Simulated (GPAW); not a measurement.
# STM contrast on 1T-SrClBr monolayer

Aim: Tersoff-Hamann images of 1T-SrClBr monolayer at several biases.

Program: GPAW 26.7.0. Level of theory: GPAW, PAW setups; layer in a repeated cell with vacuum, relaxation of atoms and in-plane cell, in the first sound run; inputs show where later runs differ. Results are calculated unless marked as measured.

## Step 1: The structure

The cell holds 3 atoms: 1 Br, 1 Sr and 1 Cl. Cell: a = 4.133 Å, b = 4.133 Å, c = 17.570 Å, α = 90.0°, β = 90.0°, γ = 120.0°. Vacuum lies along c.

Coordinates:

```
Br Sr Cl
1.0
     4.13316    0.00000    0.00000
    -2.06658    3.57943    0.00000
     0.00000    0.00000   17.57010
Br Sr Cl
1 1 1
Direct
  0.66667 0.33333 0.39840
  0.00000 0.00000 0.50856
  0.33333 0.66667 0.60160
```

## Step 2: Relaxing the atoms

Forces are removed first; all later runs use this geometry.

Input file run.py:

```python
import json
import numpy as np
from ase import Atoms
from ase.filters import FrechetCellFilter
from ase.optimize import BFGS
from gpaw import GPAW, PW

slab = Atoms(
    ['Br', 'Sr', 'Cl'],
    positions=[
        [2.06658, 1.19314, 7.00000],
        [0.00000, 0.00000, 8.93543],
        [-0.00000, 2.38628, 10.57012]],
    cell=[[4.13316, 0.0, 0.0], [-2.06658, 3.57943, 0.0], [0.0, 0.0, 17.5701]],
    pbc=[True, True, True])

slab.calc = GPAW(mode=PW(600), xc='PBE', kpts={'size': (9, 9, 1), 'gamma': True},
                 occupations={'name': 'fermi-dirac', 'width': 0.05}, nbands='160%',
                 convergence={'density': 1e-05}, maxiter=200,
                 symmetry={'tolerance': 1e-3}, txt='slab.txt')
result = {}
# The in-plane cell is free; stress needs a cell that repeats along all three vectors
path = []
opt = BFGS(FrechetCellFilter(slab, mask=[1, 1, 0, 0, 0, 1]), maxstep=0.2)
opt.attach(lambda: path.append((slab.get_potential_energy(), slab.positions.tolist(), slab.get_forces().tolist())))
result['relaxed'] = bool(opt.run(fmax=0.02, steps=45))
result['path'] = path
result['cell'] = slab.cell.tolist()
print('in-plane lattice', slab.cell.cellpar().round(4)[[0, 1, 5]])
energy = slab.get_potential_energy()
fermi = slab.calc.get_fermi_level()
v = slab.calc.get_electrostatic_potential().mean((0, 1)) - fermi
n = slab.calc.get_pseudo_density().mean((0, 1))
L = slab.cell[2, 2]
z = np.arange(len(v)) * L / len(v)
low, high = slab.positions[:, 2].min(), slab.positions[:, 2].max()
below, above = np.interp([low - 4.8, high + 4.8], z, v)
slopes = [np.interp(x, z, np.gradient(v, z)) for x in (low - 4.8, high + 4.8)]
eps = np.array([[slab.calc.get_eigenvalues(k, s) for k in range(len(slab.calc.get_ibz_k_points()))]
                for s in range(slab.calc.get_number_of_spins())]) - fermi
top, bottom = eps[eps < 0].max(), eps[eps > 0].min()
dipole = slab.get_dipole_moment()[2]
print(f'energy {energy:.4f} eV, Fermi level {fermi:.4f} eV, dipole {dipole:.5f} e A')
print(f'potential 4.8 A off the faces, from the Fermi level: lower {below:.4f} eV, upper {above:.4f} eV')
print(f'slope of the potential there: lower {slopes[0]:.5f}, upper {slopes[1]:.5f} eV/A')
print(f'nearest levels on the mesh: {top:.4f} and {bottom:.4f} eV')
print('magnetic moment', round(slab.get_magnetic_moment(), 3))
result.update(energy=energy, fermi=fermi, dipole=dipole, below=below, above=above, slopes=slopes, edges=[top, bottom],
              z=z.tolist(), v=v.tolist(), n=n.tolist(), positions=slab.positions.tolist(),
              forces=slab.get_forces(apply_constraint=False).tolist(), moments=slab.get_magnetic_moments().tolist())
json.dump(result, open('result.json', 'w'))
```

Started as:

```console
$ OMP_NUM_THREADS=1 OPENBLAS_NUM_THREADS=1 python run.py
```

What it wrote:

```text
Step          Energy          fmax
BFGS:    0      -11.707989        0.594323
BFGS:    1      -11.723055        0.563430
BFGS:    2      -11.893993        0.565772
BFGS:    3      -11.909383        0.563996
BFGS:    4      -11.927449        0.499828
BFGS:    5      -11.948152        0.353922
BFGS:    6      -11.965848        0.183938
BFGS:    7      -11.970512        0.105863
BFGS:    8      -11.971120        0.098335
BFGS:    9      -11.971619        0.076865
BFGS:   10      -11.972100        0.042554
BFGS:   11      -11.972484        0.009363
in-plane lattice [  4.5169   4.5169 120.    ]
energy -11.9725 eV, Fermi level -2.5126 eV, dipole 0.05355 e A
potential 4.8 A off the faces, from the Fermi level: lower 5.2473 eV, upper 5.0917 eV
slope of the potential there: lower 0.03119, upper 0.03123 eV/A
nearest levels on the mesh: -2.4806 and 2.8323 eV
magnetic moment 0.0
```

The job ended after 5 min (1 thread of AMD EPYC 7R13 (Zen 3), shared host; peak memory 0.42 GiB).

Numbers from this step:

| Property | Result |
| --- | --- |
| dipole along the normal | 0.05355 e·Å |
| levels nearest the Fermi level on the mesh | -2.481, 2.832 eV from the Fermi level |

The electrostatic potential energy of an electron (without an applied field's), less the Fermi level, planar mean by z:

| z (Å) | electrostatic potential energy of an electron (without an applied field's), less the Fermi level, planar mean (eV) |
| --- | --- |
| 0.0 | 5.17 |
| 0.5 | 5.18 |
| 1.0 | 5.20 |
| 1.5 | 5.22 |
| 2.0 | 5.23 |
| 2.5 | 5.25 |
| 3.0 | 5.26 |
| 3.5 | 5.28 |
| 4.0 | 5.29 |
| 4.5 | 5.30 |
| 5.0 | 5.30 |
| 5.5 | 5.22 |
| 6.0 | 4.79 |
| 6.5 | 2.71 |
| 7.0 | -4.33 |
| 7.5 | -6.83 |
| 8.0 | -2.17 |
| 8.5 | -5.74 |
| 9.0 | -9.82 |
| 9.5 | -4.50 |
| 10.0 | -6.19 |
| 10.5 | -5.58 |
| 11.0 | 2.37 |
| 11.5 | 4.47 |
| 12.0 | 4.89 |
| 12.5 | 4.99 |
| 13.0 | 5.02 |
| 13.5 | 5.04 |
| 14.0 | 5.06 |
| 14.5 | 5.07 |
| 15.0 | 5.09 |
| 15.5 | 5.10 |
| 16.0 | 5.12 |
| 16.5 | 5.14 |
| 17.0 | 5.15 |

Table of pseudo valence density, planar mean by z:

z (Å), pseudo valence density, planar mean (e/Å³) and a bar from the least value:
```
     0.00      0.000 
     0.53      0.000 
     0.88      0.000 
     1.41      0.000 
     1.93      0.000 
     2.28      0.000 
     2.81      0.000 
     3.34      0.000 
     3.69      0.000 
     4.22      0.000 
     4.74      0.001 
     5.10      0.002 
     5.62      0.009 #
     6.15      0.049 ###
     6.50      0.129 ########
     7.03      0.235 ###############
     7.56      0.251 ################
     7.91      0.245 ################
     8.43      0.289 ###################
     8.96      0.457 ##############################
     9.49      0.314 #####################
     9.84      0.316 #####################
    10.37      0.266 #################
    10.89      0.180 ############
    11.24      0.068 ####
    11.77      0.012 #
    12.30      0.002 
    12.65      0.001 
    13.18      0.000 
    13.70      0.000 
    14.06      0.000 
    14.58      0.000 
    15.11      0.000 
    15.46      0.000 
    15.99      0.000 
    16.52      0.000 
    16.87      0.000 
    17.39      0.000
```

The relaxation lowered the energy of the cell by 0.264 eV (energies extrapolated to zero smearing; the optimiser's log prints free energies). The largest force left on a free atom is 0.0094 eV/Å.

## Step 3: Plane waves, PBE

With the geometry fixed, the planar mean of the potential gives the vacuum level on each side.

This step: GPAW, PAW setups; slab in vacuum (GPAW 26.7.0).

The cell differs from the one that the last finished run ended in (c 17.570 → 16.985 Å).

Input file run.py:

```python
import json
import numpy as np
from ase import Atoms
from ase.dft.stm import STM
from gpaw import GPAW, PW

slab = Atoms(
    ['Br', 'Sr', 'Cl'],
    positions=[
        [2.25845, 1.30392, 7.00000],
        [0.00000, -0.00000, 8.62728],
        [-0.00000, 2.60783, 9.98532]],
    cell=[[4.51691, -0.0, 0.0], [-2.25845, 3.91176, 0.0], [0.0, 0.0, 16.9853]],
    pbc=[True, True, False])

slab.calc = GPAW(mode=PW(400), xc='PBE', kpts={'size': (9, 9, 1), 'gamma': True},
                 occupations={'name': 'fermi-dirac', 'width': 0.05}, nbands='160%',
                 convergence={'density': 1e-05}, maxiter=200,
                 poissonsolver={'dipolelayer': 'xy'},
                 symmetry={'tolerance': 1e-3}, txt='slab.txt')
result = {}
energy = slab.get_potential_energy()
fermi = slab.calc.get_fermi_level()
v = slab.calc.get_electrostatic_potential().mean((0, 1)) - fermi
n = slab.calc.get_pseudo_density().mean((0, 1))
L = slab.cell[2, 2]
z = np.arange(len(v)) * L / len(v)
low, high = slab.positions[:, 2].min(), slab.positions[:, 2].max()
below, above = np.interp([low - 4.8, high + 4.8], z, v)
slopes = [np.interp(x, z, np.gradient(v, z)) for x in (low - 4.8, high + 4.8)]
eps = np.array([[slab.calc.get_eigenvalues(k, s) for k in range(len(slab.calc.get_ibz_k_points()))]
                for s in range(slab.calc.get_number_of_spins())]) - fermi
top, bottom = eps[eps < 0].max(), eps[eps > 0].min()
dipole = slab.get_dipole_moment()[2]
print(f'energy {energy:.4f} eV, Fermi level {fermi:.4f} eV, dipole {dipole:.5f} e A')
print(f'potential 4.8 A off the faces, from the Fermi level: lower {below:.4f} eV, upper {above:.4f} eV')
print(f'slope of the potential there: lower {slopes[0]:.5f}, upper {slopes[1]:.5f} eV/A')
print(f'nearest levels on the mesh: {top:.4f} and {bottom:.4f} eV')
print('magnetic moment', round(slab.get_magnetic_moment(), 3))
result.update(energy=energy, fermi=fermi, dipole=dipole, below=below, above=above, slopes=slopes, edges=[top, bottom],
              z=z.tolist(), v=v.tolist(), n=n.tolist(), positions=slab.positions.tolist(),
              forces=slab.get_forces(apply_constraint=False).tolist(), moments=slab.get_magnetic_moments().tolist())

# Images need the states of the whole zone, up to time reversal
slab.calc = slab.calc.fixed_density(symmetry={'point_group': False}, txt='states.txt', nbands='250%',
                                    convergence={'bands': 'CBM+1.3'})
stm = STM(slab)
result['stm'] = []
for bias in [-1.0, 1.0]:
    height = high + 4.0
    current = stm.get_averaged_current(bias, height)
    x, y, h = stm.scan(bias, current)
    i, f = divmod(height / L * stm.ldos.shape[2], 1)
    I = abs((1 - f) * stm.ldos[:, :, int(i)] + f * stm.ldos[:, :, int(i) + 1])
    print(f'bias {bias} V: mean current at 4.0 A {current:.4e}, corrugation {np.ptp(h):.4f} A')
    result['stm'].append(dict(bias=bias, current=current, h=(h - high).tolist(), I=I.tolist()))
json.dump(result, open('result.json', 'w'))
```

What it wrote:

```text
energy -11.9235 eV, Fermi level -2.3646 eV, dipole 0.04204 e A
potential 4.8 A off the faces, from the Fermi level: lower 5.3275 eV, upper 4.8970 eV
slope of the potential there: lower -0.00003, upper 0.00002 eV/A
nearest levels on the mesh: -2.5260 and 2.7743 eV
magnetic moment 0.0
bias -1.0 V: mean current at 4.0 A 0.0000e+00, corrugation 0.0000 A
bias 1.0 V: mean current at 4.0 A 0.0000e+00, corrugation 0.0000 A
```

Elapsed: 65 s, on 1 thread; peak memory 0.41 GiB.

This step gave:

* dipole along the normal: 0.04204 e·Å
* levels nearest the Fermi level on the mesh: -2.526, 2.774 eV from the Fermi level
* upper work function: 4.897 eV
* lower work function: 5.328 eV
* upper ionisation energy: 7.423 eV

The electrostatic potential energy of an electron (without an applied field's), less the Fermi level, planar mean by z:

z (Å), electrostatic potential energy of an electron (without an applied field's), less the Fermi level, planar mean (eV) and a bar from the least value:
```
        0        5.1 ##############################
        1        5.3 ##############################
        2        5.3 ##############################
        3        5.3 ##############################
        4        5.3 ##############################
        5        5.3 ##############################
        6        3.9 ###########################
        7       -7.8 ##
        8       -3.4 ###########
        9       -6.8 ####
       10       -8.5 
       11        3.9 ###########################
       12        4.9 #############################
       13        4.9 #############################
       14        4.9 #############################
       15        4.9 #############################
       16        4.9 #############################
```

Table of pseudo valence density, planar mean by z:

| z (Å) | pseudo valence density, planar mean (e/Å³) |
| --- | --- |
| 0.00 | 5.2e-7 |
| 0.42 | 5.1e-7 |
| 0.85 | 5.1e-7 |
| 1.27 | 5.1e-7 |
| 1.91 | 0 |
| 2.34 | 0 |
| 2.76 | 2.4e-6 |
| 3.18 | 1.0e-5 |
| 3.61 | 4.1e-5 |
| 4.03 | 1.6e-4 |
| 4.46 | 6.0e-4 |
| 4.88 | 0.00229 |
| 5.52 | 0.0173 |
| 5.94 | 0.0640 |
| 6.37 | 0.180 |
| 6.79 | 0.232 |
| 7.22 | 0.246 |
| 7.64 | 0.242 |
| 8.07 | 0.269 |
| 8.70 | 0.452 |
| 9.13 | 0.325 |
| 9.55 | 0.316 |
| 9.98 | 0.266 |
| 10.40 | 0.249 |
| 10.83 | 0.0981 |
| 11.25 | 0.0256 |
| 11.89 | 0.00317 |
| 12.31 | 8.0e-4 |
| 12.74 | 2.1e-4 |
| 13.16 | 5.3e-5 |
| 13.59 | 1.4e-5 |
| 14.01 | 4.0e-6 |
| 14.44 | 1.5e-6 |
| 14.86 | 8.0e-7 |
| 15.50 | -4.8e-7 |
| 15.92 | -5.1e-7 |
| 16.35 | -5.1e-7 |
| 16.77 | -5.0e-7 |

The layer is gapped, so the Fermi level lies somewhere inside the gap, set by smearing and numerics, and these work functions are no property of the material; the band edges below the vacuum level are. The potential is flat to 3.4e-5 eV/Å where it is read, so the vacuum is wide enough. At -1 and 1 V the search found no usable constant-current contour near the set height, since the window lies inside the gap and carries no current, so the printed corrugation is no image; it is left out.

## Step 4: A changed run

One more run, with changed settings.

run.py, as its differences from that of step 3:

```diff
@@ -3,3 +3,2 @@
 from ase import Atoms
-from ase.dft.stm import STM
 from gpaw import GPAW, PW
@@ -15,5 +14,5 @@
 
-slab.calc = GPAW(mode=PW(400), xc='PBE', kpts={'size': (9, 9, 1), 'gamma': True},
+slab.calc = GPAW(mode=PW(400), xc='PBE', kpts={'size': (1, 1, 1), 'gamma': True},
                  occupations={'name': 'fermi-dirac', 'width': 0.05}, nbands='160%',
-                 convergence={'density': 1e-05}, maxiter=200,
+                 convergence={'density': 1e-05}, maxiter=75,
                  poissonsolver={'dipolelayer': 'xy'},
@@ -42,16 +41,2 @@
               forces=slab.get_forces(apply_constraint=False).tolist(), moments=slab.get_magnetic_moments().tolist())
-
-# Images need the states of the whole zone, up to time reversal
-slab.calc = slab.calc.fixed_density(symmetry={'point_group': False}, txt='states.txt', nbands='250%',
-                                    convergence={'bands': 'CBM+1.3'})
-stm = STM(slab)
-result['stm'] = []
-for bias in [-1.0, 1.0]:
-    height = high + 4.0
-    current = stm.get_averaged_current(bias, height)
-    x, y, h = stm.scan(bias, current)
-    i, f = divmod(height / L * stm.ldos.shape[2], 1)
-    I = abs((1 - f) * stm.ldos[:, :, int(i)] + f * stm.ldos[:, :, int(i) + 1])
-    print(f'bias {bias} V: mean current at 4.0 A {current:.4e}, corrugation {np.ptp(h):.4f} A')
-    result['stm'].append(dict(bias=bias, current=current, h=(h - high).tolist(), I=I.tolist()))
 json.dump(result, open('result.json', 'w'))
```

What it wrote:

```text
energy -10.5293 eV, Fermi level -2.3646 eV, dipole 0.03817 e A
potential 4.8 A off the faces, from the Fermi level: lower 5.2916 eV, upper 4.9007 eV
slope of the potential there: lower -0.00010, upper 0.00006 eV/A
nearest levels on the mesh: -2.1810 and 2.8798 eV
magnetic moment 0.0
```

Run time: 4.3 s. Hardware: 1 thread; peak memory 0.18 GiB.

The run finished. A setting was moved off its sound value on purpose, so it serves as a test and not as the result.

The fault put into the input: one k-point (kpts = [1, 1]).

The two runs compared:

| quantity | this run | sound run | difference |
| --- | --- | --- | --- |
| dipole along the normal (e·Å) | 0.038167 | 0.042038 | -0.00387 |
| upper work function (eV) | 4.9007 | 4.8970 | 0.00367 |
| lower work function (eV) | 5.2916 | 5.3275 | -0.0360 |
| upper ionisation energy (eV) | 7.0817 | 7.4230 | -0.341 |

The two runs differ clearly in the dipole along the normal: 0.0382 e·Å against 0.0420 e·Å.

## Step 5: Summary of results

```
work function, upper and lower face (Fermi level placed in the gap by the smearing) : 4.897 and 5.328 eV
ionisation energy from the upper face (highest filled level on the mesh)            : 7.42 eV
electron affinity from the upper face (lowest empty Kohn-Sham level on the mesh)    : 2.12 eV
dipole along the normal                                                             : 0.0420 e Å
```

In words: With plane waves and PBE the ionisation energy from the upper face is 7.42 eV and the Kohn-Sham electron affinity 2.12 eV. The two faces differ by 0.43 eV, the step that the slab's dipole makes (e p/(ε0 A) gives 0.43 eV), so the dipole layer is needed. The levels nearest the Fermi level on the mesh lie 5.30 eV apart, so the slab is gapped there: the smearing puts the Fermi level inside the gap, and from either face the ionisation energy is the work function plus 2.5 eV. Both are Kohn-Sham levels on the mesh, and semilocal gaps are too small, so the affinity tends to come out too large and the ionisation energy too small. The starting lattice was a guess from atomic radii; the relaxation moved it by 9 %. The relaxation of atoms and cell ran in a fully periodic cell without the dipole layer, so the atoms of this polar layer felt a small spurious field. The layer's cell and atoms come from the relaxation; spin-orbit coupling and temperature are left out.

[Logs are printed without paths, hosts, clocks, repeated set-up lines and the standing remarks that a program may print on its own settings, such as how far it seeks lower states.]

[Hosts, paths, dates, database ids (printed as entryN), source tags and the programs' standing remarks are cut or masked in the printed files.]
